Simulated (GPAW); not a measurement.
# A Zr chain with a B atom on top of one atom: transmission at several levels, part 2 of 2

Aim: T(E), conductance and thermopower of a Zr chain with a B atom on top of one atom, and what cheaper settings cost in accuracy.

GPAW 26.7.0; GPAW LCAO, PAW setups; Landauer transmission from Green's functions with principal layers (ASE), zero bias.

So far, transmission at the Fermi level (one spin): step 2 (double-zeta polarised basis, PBE, GPAW) 2.99; step 3 (basis szp(dzp), PBE, GPAW) 2.97; step 4 (basis sz(dzp), PBE, GPAW) 2.97; step 5 (RPBE) 2.95.

## 8. Density threshold 1e-06: conv = 1e-06

The Hamiltonian is taken from the last density. The density threshold is one of the tests that end the cycle; the energy must settle too, so a loose value may not be the test that decides.

This step: GPAW LCAO, PAW setups; Landauer transmission from Green's functions with principal layers (ASE), zero bias (GPAW 26.7.0).

Contents of run.py:

```python
import json
import numpy as np
from ase import Atoms
from ase.transport.calculators import TransportCalculator
from gpaw import GPAW, FermiDirac
from gpaw.lcao.tools import get_lcao_hamiltonian
from scipy.linalg import eigh

# The junction with lead layers at both ends, along the third cell vector
device = Atoms(
    ['Zr', 'Zr', 'Zr', 'Zr', 'Zr', 'Zr', 'Zr', 'B', 'Zr', 'Zr', 'Zr', 'Zr', 'Zr', 'Zr'],
    positions=[
        [4.50000, 4.50000, 1.30000],
        [4.50000, 4.50000, 3.90000],
        [4.50000, 4.50000, 6.50000],
        [4.50000, 4.50000, 9.10000],
        [4.50000, 4.50000, 11.70000],
        [4.50000, 4.50000, 14.30000],
        [4.50000, 4.50000, 16.90000],
        [6.41110, 4.50000, 16.90000],
        [4.50000, 4.50000, 19.50000],
        [4.50000, 4.50000, 22.10000],
        [4.50000, 4.50000, 24.70000],
        [4.50000, 4.50000, 27.30000],
        [4.50000, 4.50000, 29.90000],
        [4.50000, 4.50000, 32.50000]],
    cell=[[9.0, 0.0, 0.0], [0.0, 9.0, 0.0], [0.0, 0.0, 33.8]],
    pbc=True)

# One principal layer of the lead: the first 4 atoms of the device
lead = Atoms(
    ['Zr', 'Zr', 'Zr', 'Zr'],
    positions=[
        [4.50000, 4.50000, 1.30000],
        [4.50000, 4.50000, 3.90000],
        [4.50000, 4.50000, 6.50000],
        [4.50000, 4.50000, 9.10000]],
    cell=[[9.0, 0.0, 0.0], [0.0, 9.0, 0.0], [0.0, 0.0, 10.4]],
    pbc=True)

settings = dict(mode='lcao', basis='dzp', xc='PBE', h=0.2,
                occupations=FermiDirac(0.1), maxiter=250,
                mixer=dict(beta=0.1, nmaxold=8, weight=100.0),
                convergence=dict(density=1e-06))
energies = np.arange(-2, 2 + 1e-9, 0.05)
eta = 0.0001
n1, n2 = 1, 1
# k and -k transmit alike, so half of the mesh across the current serves
mesh = [(i, j) for i in range(n1) for j in range(n2) if (i, j) <= (-i % n1, -j % n2)]
weights = np.array([1 if (i, j) == (-i % n1, -j % n2) else 2 for i, j in mesh]) / (n1 * n2)

# [... helper functions left out ...]
fermi_lead = ground_state(lead, (1, 1, 11), 'lead.txt')
fermi_device = ground_state(device, (1, 1, 3), 'device.txt')
# [... loop over the mesh left out, but for ...]
        # Shift the lead onto the potential of the device's first layer
        shift = ((H[:, 0, 0] - H0[:, 0, 0]) / S0[0, 0]).real.mean()
# [...]
kT = 8.617333e-5 * 500
bias = [0.1, 0.2, 0.5, 1.0, 1.5, 2.0]
# [... integrals and printing left out ...]
```

Launch:

```console
> OMP_NUM_THREADS=1 OPENBLAS_NUM_THREADS=1 python run.py
```

What it wrote:

```text
basis functions: device 390, principal layer 116
Fermi level: lead -1.7892 eV, device -1.8637 eV; lead shifted by -0.0020 eV
largest coupling past the next layer 1.05e-05 eV, largest misfit of the first layer 0.028 eV
  E-E_F (eV)   T (one spin)  [channel counts left out]
    -2.000    5.7729e-01
    -1.950    5.6452e-01
    -1.900    5.2087e-01
    -1.850    3.4362e-01
    -1.800    9.0846e-01
    -1.750    8.7578e-01
    -1.700    8.1144e-01
    -1.650    7.8705e-01
    -1.600    7.7547e-01
    -1.550    9.2511e-01
    -1.500    1.2838e+00
    -1.450    1.5128e+00
    -1.400    1.6681e+00
    -1.350    1.7828e+00
    -1.300    1.8746e+00
    -1.250    1.9536e+00
[...]
1.650    2.7255e+00
     1.700    2.7210e+00
     1.750    2.6465e+00
     1.800    2.4199e+00
     1.850    1.8824e+00
     1.900    1.8002e+00
     1.950    1.8363e+00
     2.000    1.8804e+00
conductance at 500 K: 3.044 G0 a cell; thermopower -8.67 uV/K
current from the zero-bias T(E) at 0.1 V: 23.624 uA
current from the zero-bias T(E) at 0.2 V: 47.438 uA
current from the zero-bias T(E) at 0.5 V: 119.66 uA
current from the zero-bias T(E) at 1.0 V: 236.1 uA
current from the zero-bias T(E) at 1.5 V: 346.71 uA
current from the zero-bias T(E) at 2.0 V: 455 uA
```

Run time: 3.9 min. Hardware: 1 thread of Arm Neoverse V1, shared host; peak memory 1.3 GiB.

Numbers from this step:

```
conductance                                    : 3.044 G₀
largest coupling past the next principal layer : 1.05e-5 eV
largest misfit of the first principal layer    : 0.02813 eV
shift that aligns the lead                     : -0.002045 eV
transmission at the Fermi level (one spin)     : 2.995
```

One spin. The transmission, zone mean by energy, zero at the Fermi level:

```csv
energy (eV),"transmission, zone mean"
-2.000,0.577
-1.800,0.908
-1.600,0.775
-1.400,1.67
-1.200,2.03
-1.000,2.34
-0.800,2.34
-0.700,2.36
-0.600,2.31
-0.400,2.67
-0.200,2.76
0.000,2.99
0.150,3.49
0.200,3.49
0.400,3.48
0.600,3.47
0.800,3.36
1.000,3.15
1.200,1.91
1.400,2.45
1.600,2.71
1.650,2.73
1.800,2.42
2.000,1.88
```

Not self-consistent under bias; the bias window is split evenly. Current through one cell, from the zero-bias transmission against bias:

```csv
bias (V),"current through one cell, from the zero-bias transmission (μA)"
0.100,23.6
0.200,47.4
0.500,120
1.000,236
1.500,347
2.000,455
```

The transmission of the three most open eigenchannels by energy, zero at the Fermi level:

```csv
energy (eV),channel 1,channel 2,channel 3
-2.000,0.577,2.3e-8,1.1e-11
-1.800,0.908,2.2e-8,1.7e-11
-1.600,0.775,2.1e-8,5.0e-9
-1.400,0.798,0.509,0.361
-1.200,0.877,0.677,0.473
-1.000,0.985,0.771,0.519
-0.800,0.981,0.812,0.547
-0.600,0.983,0.728,0.563
-0.400,0.997,0.991,0.568
-0.200,0.997,0.957,0.575
0.000,0.975,0.942,0.670
0.200,0.935,0.930,0.557
0.400,0.967,0.929,0.666
0.600,0.976,0.944,0.734
0.800,0.980,0.956,0.755
1.000,0.981,0.961,0.768
1.200,0.983,0.783,0.0993
1.400,0.976,0.777,0.639
1.600,0.973,0.969,0.761
1.800,0.973,0.781,0.662
2.000,0.984,0.897,1.2e-8
```

The conductance equals that of the dzp run to 0.2 %.

## 9. Results

```yaml
conductance: 3.04 G₀
transmission_at_the_fermi_level_mean_of_the_spins: 2.99
```

What this shows: In the dzp basis the junction conducts 3.04 G₀ at 500 K, with T = 2.99 a spin at the Fermi level; the sz basis reaches that conductance within 10 %. At the Fermi level the three most open eigenchannels pass 0.97, 0.94 and 0.67. Measured against the first run (dzp), the nearest curve is that of dzp-RPBE (r.m.s. 0.088) and the farthest that of sz (0.22). Over the compared runs wall time goes from 75 s (sz) to 173 s (dzp), on a shared host. The geometry was built from estimated bond lengths and not relaxed, so the numbers describe this model structure. The run had no spin polarisation, so a magnetic state, which chains and small molecules with open shells often have, wasn't tested. An evenly spaced straight chain is an idealisation: free chains tend to dimerise, zigzag or, where a band edge lies near the Fermi level, turn magnetic. The currents use the zero-bias T(E) throughout, which holds only while the bias is small against the distance to the nearest feature. The thermopower isn't quoted: it samples T(E) farther from the Fermi level than the conductance does, and the energy grid wasn't tested for it.

[Logs are printed without paths, hosts, clocks, repeated set-up lines and the standing remarks that a program may print on its own settings, such as how far it seeks lower states.]

[Hosts, paths, dates, database ids (printed as entryN), source tags and the programs' standing remarks are cut or masked in the printed files.]
